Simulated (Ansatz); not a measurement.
# MoGe2N4 monolayer in a perpendicular field

Aim: how the MoGe2N4 monolayer screens a field along its normal, and what the field does to its bands. A positive field points along +c.

Program: Ansatz 0.2.0. Level of theory: plane-wave DFT, PBE-D3(BJ), Ansatz PAW. Results are calculated unless marked as measured.

Report form: the programs' logs are mostly left out.

## 1. Set-up

The cell holds 7 atoms: 4 N, 2 Ge and 1 Mo. Its edges and angles: a = 3.020 Å, b = 3.020 Å, c = 45.209 Å, α = 90.0°, β = 90.0°, γ = 120.0°. Vacuum lies along c.

As a file:

```cif
data_structure
_symmetry_space_group_name_H-M 'P 1'
_symmetry_Int_Tables_number 1
_cell_length_a 3.0200
_cell_length_b 3.0200
_cell_length_c 45.2091
_cell_angle_alpha 90.000
_cell_angle_beta 90.000
_cell_angle_gamma 120.000
_cell_volume 357.08
loop_
_atom_site_label
_atom_site_type_symbol
_atom_site_fract_x
_atom_site_fract_y
_atom_site_fract_z
_atom_site_occupancy
N1 N 0.00000 0.00000 0.42138 1
Ge2 Ge 0.33333 0.66667 0.43438 1
N3 N 0.33333 0.66667 0.47508 1
Mo4 Mo 0.00000 0.00000 0.50000 1
N5 N 0.33333 0.66667 0.52492 1
Ge6 Ge 0.33333 0.66667 0.56562 1
N7 N 0.00000 0.00000 0.57862 1
```

## 2. Relaxation

The starting cell is a guess, so the in-plane lattice and the atoms are relaxed first, with the slab cut off from its images along the normal.

Input file input.yaml:

```yaml
crystal:
  lattice:
    - [3.02, 0.0, 0.0]
    - [-1.51, 2.6153967194, 0.0]
    - [0.0, 0.0, 45.209096681]
  atoms:
    - { symbol: "N", position: [0.0, 0.0, 0.4213753735] }
    - { symbol: Ge, position: [0.3333333333, 0.6666666667, 0.4343763881] }
    - { symbol: "N", position: [0.3333333333, 0.6666666667, 0.4750761617] }
    - { symbol: Mo, position: [0.0, 0.0, 0.5] }
    - { symbol: "N", position: [0.3333333333, 0.6666666667, 0.5249238383] }
    - { symbol: Ge, position: [0.3333333333, 0.6666666667, 0.5656236119] }
    - { symbol: "N", position: [0.0, 0.0, 0.5786246265] }
  periodic: [true, true, false]
kpoints:
  mp_grid: { grid: [12, 12, 1] }
hamiltonian:
  xc: pbe
  dispersion: d3bj
scf:
  occupations: { method: fermi_dirac, width: 0.05 }
  convergence: { dr2_threshold: 1.0e-09 }
relax:
  f_tol: 0.004
  max_steps: 90
  cell: {}
output:
  write_potential: true
  write_density: true
  volumetric_format: npy
```

Started as:

```
$ ansatz run input.yaml --threads 2 --pin off --max-ram 3072MiB --backend cpu --events-out ev --progress --plain --runs-dir out
```

Wall time 2.3 min (2 threads of Arm Neoverse V1, shared host); peak memory 0.69 GiB; 4.5 min of CPU time.

Step by step:

```csv
step,energy less that of the first step (eV),largest force component (eV/Å),volume (Å³)
1,0.0000,1.4578,357.08
2,-0.2474,0.7994,348.07
3,-0.2711,0.2703,350.88
4,-0.2733,0.1061,351.51
5,-0.2736,0.0234,352.11
6,-0.2739,0.0011,351.71
7*,-0.2707,0.0011,351.71
8,-0.2707,0.0002,351.61
9*,-0.2706,0.0002,351.61
```

Relaxation steps marked * repeat the geometry before them on a plane-wave basis chosen anew for their cell, so energy and pressure can jump there.

Forces are held to the 12 operations that the run works with; a distortion that breaks them can't arise in this run.

```csv
cell as run,before,after,change
a (Å),3.020,2.997,-0.8 %
b (Å),3.020,2.997,-0.8 %
```

The atoms that moved most (Å, along periodic axes as changes of fractional coordinates times the final cell, across vacuum about the mean position):

```csv
atom,dx,dy,dz,length
N1,0.000,0.000,-0.173,0.173
N7,0.000,0.000,0.173,0.173
Ge2,0.000,0.000,-0.123,0.123
Ge6,0.000,0.000,0.123,0.123
N5,0.000,0.000,0.087,0.087
N3,0.000,0.000,-0.087,0.087
```

Final coordinates:

```xyz
7
Lattice="2.9968 0.0000 0.0000 -1.4984 2.5953 0.0000 0.0000 0.0000 45.2091" Properties=species:S:1:pos:R:3
N     0.0000    0.0000   18.8771
Ge    0.0000    1.7302   19.5151
N     0.0000    1.7302   21.3904
Mo    0.0000    0.0000   22.6045
N     0.0000    1.7302   23.8187
Ge    0.0000    1.7302   25.6940
N     0.0000    0.0000   26.3320
```

The lattice constant a goes from 3.020 to 2.997 Å.

## 3. Atoms held, field 0

A sawtooth potential applies the field, turning back in the middle of the vacuum. With the dipole correction the typed value is the field outside the slab. The induced dipole is small, so the SCF threshold is tight.

The cell differs from the one that the last finished run ended in (c 45.209 → 25.455 Å).

Input file input.yaml:

```yaml
crystal:
  lattice:
    - [2.9967832287, 0.0, 0.0]
    - [-1.4983916144, 2.5952904057, 0.0]
    - [0.0, 0.0, 25.4548713168]
  atoms:
    - { symbol: "N", position: [0.0, 0.0, 0.3535669023] }
    - { symbol: Ge, position: [0.3333333333, 0.6666666667, 0.3786302879] }
    - { symbol: "N", position: [0.3333333333, 0.6666666667, 0.4523034689] }
    - { symbol: Mo, position: [0.0, 0.0, 0.5] }
    - { symbol: "N", position: [0.3333333333, 0.6666666667, 0.5476965311] }
    - { symbol: Ge, position: [0.3333333333, 0.6666666667, 0.6213697121] }
    - { symbol: "N", position: [0.0, 0.0, 0.6464330977] }
kpoints:
  mp_grid: { grid: [18, 18, 1] }
  band_path:
    path: [[0, 0, 0], [0.5, 0, 0], [0.33333333, 0.33333333, 0], [0, 0, 0]]
    npoints: 16
hamiltonian:
  xc: pbe
  dispersion: d3bj
scf:
  occupations: { method: fermi_dirac, width: 0.02585 }
  convergence: { dr2_threshold: 1.0e-10 }
efield:
  axis: 3
  dipole_correction: true
  ramp_position: 0.97
  ramp_width: 0.06
  amplitude: 0
output:
  dos: { projected: true, e_range: [-6, 5] }
  write_potential: true
  write_density: true
  volumetric_format: npy
  elf: true
```

Elapsed: 29 s, on 2 threads; peak memory 0.61 GiB; 57 s of CPU time.

This step gave:

| Property | Result |
| --- | --- |
| gap on the k-mesh | 1.237 eV |
| dipole along the normal | 2.20e-6 e·Å |
| gap along the path | 1.228 eV |
| smallest direct gap along the path | 1.815 eV |
| ionisation energy, upper face | 5.670 eV |
| electron affinity, upper face | 4.442 eV |
| gap, the smaller of path and mesh | 1.228 eV |

Running mean over a fixed 2.7 Å (it still follows the layers) of the planar mean; the ramp of the sawtooth is left out. Table of electron's electrostatic potential energy less the Fermi level by z:

z (Å), electron's electrostatic potential energy less the Fermi level (eV) and a bar from the least value:
```
      3.0        5.0 ##############################
      3.5        5.0 ##############################
      4.0        5.0 ##############################
      4.5        5.0 ##############################
      5.0        5.0 ##############################
      5.5        5.0 ##############################
      6.0        5.0 ##############################
      6.5        5.0 ##############################
      7.0        4.6 #############################
      7.5        2.8 ##########################
      8.0       -1.2 ####################
      8.5       -5.0 ##############
      9.0       -7.6 #########
      9.5       -8.7 #######
     10.0       -9.2 #######
     10.5       -8.4 ########
     11.0       -7.6 #########
     11.5       -9.2 #######
     12.0      -11.7 ###
     12.5      -13.3 
     13.0      -13.2 
     13.5      -11.5 ###
     14.0       -9.0 #######
     14.5       -7.6 #########
     15.0       -8.5 ########
     15.5       -9.2 #######
     16.0       -8.7 ########
     16.5       -7.5 ##########
     17.0       -4.7 ##############
     17.5       -0.8 ####################
     18.0        3.0 ###########################
     18.5        4.7 #############################
     19.0        5.0 ##############################
     19.5        5.0 ##############################
     20.0        5.0 ##############################
     20.5        5.0 ##############################
     21.0        5.0 ##############################
     21.5        5.0 ##############################
     22.0        5.0 ##############################
```

The density of states has structure finer than the step of the table below, so its rows give means over 0.2 eV, whole bins alone (the curve runs from -6 to 2.57 eV). Peaks (eV: height): -3.82: 13.4, -3.46: 9.94, -2.94: 7.52, -1.73: 9.44, -1.67: 9.47, 1.64: 12.3, 2.05: 10.3.

Table of density of states by energy, zero at the Fermi level of the run, which the smearing sets inside the gap; means over each step:

energy (eV), density of states (states/eV a cell) and a bar:
```
     -5.8        4.5 ###################
     -5.6        5.3 ######################
     -5.4        4.9 #####################
     -5.2        4.1 #################
     -5.0        3.0 #############
     -4.8        2.8 ############
     -4.6        3.0 #############
     -4.4        2.1 #########
     -4.2        3.0 #############
     -4.0        4.8 ####################
     -3.8        7.2 ##############################
     -3.6        5.2 ######################
     -3.4        5.6 #######################
     -3.2        3.8 ################
     -3.0        6.0 #########################
     -2.8        4.0 #################
     -2.6        2.0 ########
     -2.4        2.3 ##########
     -2.2        0.2 #
     -2.0        0.0 
     -1.8        3.0 #############
     -1.6        3.9 ################
     -1.4        1.4 ######
     -1.2        0.6 ###
     -1.0        0.4 ##
     -0.8        0.5 ##
     -0.6        0.5 ##
     -0.4        0.0 
     -0.2        0.0 
      0.0        0.0 
      0.2        0.0 
      0.4        0.0 
      0.6        0.1 
      0.8        0.4 ##
      1.0        0.5 ##
      1.2        0.6 ###
      1.4        1.4 ######
      1.6        6.1 #########################
      1.8        2.3 ##########
      2.0        6.5 ###########################
      2.2        5.5 #######################
      2.4        3.2 #############
```

Projected DOS per atom over height of the atomic layer and energy from the Fermi level. Layers: N Ge N Mo N Ge N from below.

Ten even steps from '0' (0.00 states/eV) to '9' (3.33 states/eV), each cell a mean:
```
0104010
0019100
1116111
0001000
0001000
0000000
0000000
0000000
0000000
0001000
0005000
0004000
0000000
1010101
4021204
2032302
3042403
1011101
1011101
1011101
2122212
1022201
```
Columns: height of the atomic layer (Å) from 9 to 16.5 (not evenly spaced); rows upwards: energy from the Fermi level (eV) from -5.96 to 2.59.

Electronic bands along the path, in eV, zero at the Fermi level of the run, which the smearing sets inside the gap:

```csv
point,band 28,band 29,band 30,band 31,band 32,band 33,band 34,band 35
Γ,-3.11,-3.11,-2.47,-0.69,1.62,1.73,2.22,2.22
halfway,-3.73,-3.72,-2.63,-1.48,1.57,1.97,2.01,3.41
M,-3.11,-3.07,-2.75,-1.67,1.79,2.00,2.15,2.45
halfway,-3.57,-2.96,-2.69,-1.55,1.26,2.30,3.05,3.24
K,-4.28,-2.88,-2.33,-1.22,0.60,2.64,2.93,3.39
halfway,-3.40,-3.27,-2.71,-1.68,1.63,2.06,2.15,3.63
Γ,-3.11,-3.11,-2.47,-0.69,1.62,1.73,2.22,2.22
```

Valence density in the ca plane at fractional y = 0.667, with atoms of Ge and N within 0.2 Å of it. It is the smooth field of the valence electrons, not physical close to the nuclei.

Ten steps, logarithmic in the rise over the least value, from '0' (0 e/Å³) to '9' (33 e/Å³), each cell a mean:
```
00000000000000000000122110001123211000011211
00000000000000000000122100000123211000011211
00000000000000000000112211111112212111112211
00000000000000000000124531233321123321245310
00000000000000000000138962345421135542489620
00000000000000000000138972345421235542489620
00000000000000000000124532234321124432255310
00000000000000000000112211112212112211112210
```
Columns run along c (16.0 Å, from fractional 0.05 to 0.68 of the cell), rows up along a (3.0 Å). Atoms in or near the plane, at fractional coordinates: Ge at (0.38, 0.33), N at (0.45, 0.33), N at (0.55, 0.33), Ge at (0.62, 0.33).

Electrostatic potential energy in the ca plane at fractional y = 0.667, with atoms of Ge and N within 0.2 Å of it. With pseudopotentials it is smooth inside the atoms' cores, unlike the true potential.

Ten even steps from '0' (-44 eV) to '9' (7 eV), each cell a mean:
```
99999999999998888899987546899988888999999999
99999999999998888899987446899998888999999999
99999999999998766789887667889987668899999999
99999999999986323587447888546863235899999999
99999999999985101362004887101641013799999999
99999999999984100362004886001641013799999999
99999999999986322576347888535763225899999999
99999999999998656789887767889886567899999999
```
Columns run along c (16.0 Å, from fractional 0.16 to 0.79 of the cell; values clipped at the 3rd and 97th percentile), rows up along a (3.0 Å). Atoms in or near the plane, at fractional coordinates: Ge at (0.38, 0.33), N at (0.45, 0.33), N at (0.55, 0.33), Ge at (0.62, 0.33).

ELF in the ca plane at fractional y = 0.667, with atoms of Ge and N within 0.2 Å of it. It is the smooth field of the valence electrons, not physical close to the nuclei.

Values, 5 rows by 16 columns, each cell a mean:
```
0.00 0.00 0.00 0.00 0.00 0.02 0.26 0.62 0.46 0.10 0.14 0.36 0.14 0.09 0.41 0.63
0.00 0.00 0.00 0.00 0.00 0.01 0.15 0.49 0.39 0.27 0.45 0.23 0.42 0.30 0.36 0.51
0.00 0.00 0.00 0.00 0.00 0.00 0.03 0.21 0.12 0.57 0.66 0.31 0.65 0.62 0.12 0.22
0.00 0.00 0.00 0.00 0.00 0.00 0.02 0.18 0.06 0.59 0.51 0.35 0.52 0.63 0.07 0.18
0.00 0.00 0.00 0.00 0.00 0.01 0.09 0.38 0.31 0.40 0.64 0.22 0.60 0.45 0.30 0.40
```
Columns run along c (16.0 Å, from fractional 0.05 to 0.68 of the cell), rows up along a (3.0 Å). Atoms in or near the plane, at fractional coordinates: Ge at (0.38, 0.33), N at (0.45, 0.33), N at (0.55, 0.33), Ge at (0.62, 0.33).

The gap is 1.23 eV, with the valence edge 5.67 eV and the conduction edge 4.44 eV under the upper vacuum level.

## 4. Single point, field 0.1 V/Å

input.yaml: that of step 3 with these lines changed.

```diff
@@ -29,5 +29,4 @@
   ramp_width: 0.06
-  amplitude: 0
+  amplitude: 0.1
 output:
-  dos: { projected: true, e_range: [-6, 5] }
   write_potential: true
@@ -35,2 +34 @@
   volumetric_format: npy
-  elf: true
```

Run time: 35 s. Hardware: 2 threads; peak memory 0.59 GiB.

The dipole is 0.0357 e·Å, and the gap 1.228 eV.

## 5. Single point, field -0.1 V/Å

input.yaml: that of step 4 with these lines changed.

```diff
@@ -29,3 +29,3 @@
   ramp_width: 0.06
-  amplitude: 0.1
+  amplitude: -0.1
 output:
```

The job ended after 35 s (2 threads; peak memory 0.59 GiB).

The dipole is -0.0357 e·Å, and the gap 1.228 eV.

## 6. Response, atoms held

This step: plane-wave DFT, PBE-D3(BJ), Ansatz PAW; response to a field along the normal, atoms held (Ansatz 0.2.0).

The dipoles give the slope, and the difference of two potentials shows where the field is screened.

This step gave:

```
equivalent conductor thickness p/(ε₀AE) : 8.313 Å
distance between the outer atoms        : 7.455 Å
```

The dipole of the cell by applied field:

```csv
applied field (V/Å),dipole of the cell (e·Å)
-0.1000,-0.0357
0.0000,2.2e-6
0.1000,0.0357
```

Local field over the applied field, running mean. From the potentials at -0.1 and 0.1 V/Å; running mean over 2.5 Å. Table of local field over applied field by z:

```csv
z (Å),local field over applied field
4.5,1.000
5.0,0.999
5.5,0.995
6.0,0.984
6.5,0.953
7.0,0.877
7.5,0.741
8.0,0.576
8.5,0.401
9.0,0.266
9.5,0.183
10.0,0.148
10.5,0.137
11.0,0.131
11.5,0.110
12.0,0.0817
12.5,0.0622
13.0,0.0635
13.5,0.0839
14.0,0.113
14.5,0.132
15.0,0.138
15.5,0.150
16.0,0.188
16.5,0.276
17.0,0.416
17.5,0.592
18.0,0.755
18.5,0.886
19.0,0.957
19.5,0.986
20.0,0.996
20.5,0.999
21.0,1.000
```

The induced electron density oscillates, so the rows of the table below give means over windows of 1 Å about each position, cut where the curve ends. Its maxima inside the range that stand out by 2 % of the span (Å: e/Å³ per V/Å): 8.2: 0.00381, 9.2: 0.00181, 10.6: 0.00108, 11.6: 0.00177, 13.3: 4.1e-4, 14.3: 3.7e-4, 15.6: 0.00202, 16.5: -6.3e-4. Its minima: 8.9: 6.3e-4, 9.9: -0.00202, 11.2: -3.7e-4, 12.2: -4.1e-4, 13.9: -0.00177, 14.8: -0.00108, 16.3: -0.00181, 17.3: -0.00381.

Electrons, planar mean, per unit field. Induced electron density against z; means over each step:

```csv
z (Å),induced electron density (e/Å³ per V/Å)
5,7.1e-6
6,8.2e-5
7,7.3e-4
8,0.00304
9,0.00137
10,-8.6e-4
11,5.4e-4
12,2.7e-4
13,1.5e-4
14,-5.6e-4
15,-1.1e-4
16,-8.5e-5
17,-0.00264
18,-0.00167
19,-2.3e-4
20,-2.2e-5
21,-2.0e-6
```

The smaller of the gaps on the path and on the k-mesh, counted as 0 under 0.03 eV. The gap stays at 1.23 eV for applied field from -0.1 to 0.1 V/Å.

By hand: between -0.1 and 0.1 V/Å the dipole changes by 0.07146 e·Å, a slope of 0.3573 e·Å²/V. A perfect conductor of thickness t has p = ε₀AEt, so t = 180.95 × 0.3573 / 7.778 = 8.31 Å (e/ε₀ = 180.95 V·Å, A in Å²).

The induced dipole is that of a conductor 8.31 Å thick.

## 7. What came out

| Quantity | Value |
| --- | --- |
| gap without field | 1.23 eV |
| ionisation energy, upper face | 5.67 eV |
| electron affinity, upper face | 4.44 eV |
| equivalent conductor thickness, atoms held | 8.31 Å |

**Reading.** The induced dipole equals that of a perfect conductor 8.31 Å thick, while the outer atoms lie 7.45 Å apart; an out-of-plane ε follows only once a thickness t is chosen, by 1 − 1/ε = 8.31 Å / t. The gap stays within 0.01 eV of 1.23 eV over the fields run, up to 0.1 V/Å in size. Semilocal functionals give gaps that are too small, and excitons are not included. Spin-orbit coupling is left out, which matters for the bands of elements this heavy. The outer anions sit over the metal atoms, one of several polytypes of such layers and not the lowest for every compound.

[Logs are printed without paths, hosts, clocks, repeated set-up lines and the standing remarks that a program may print on its own settings, such as how far it seeks lower states.]

[Hosts, paths, dates, database ids (printed as entryN), source tags and the programs' standing remarks are cut or masked in the printed files.]

[Maps of the electrostatic potential energy from Ansatz leave out the sawtooth potential of an applied field or a dipole correction, so their vacuum need not be flat; planar profiles and work functions include it.]

[The density of states shown here was stored with 400 of the rows of the run's finer table, so its peaks can read low, often by over a quarter, or be missed, and its means over a window can be off by a tenth or more.]
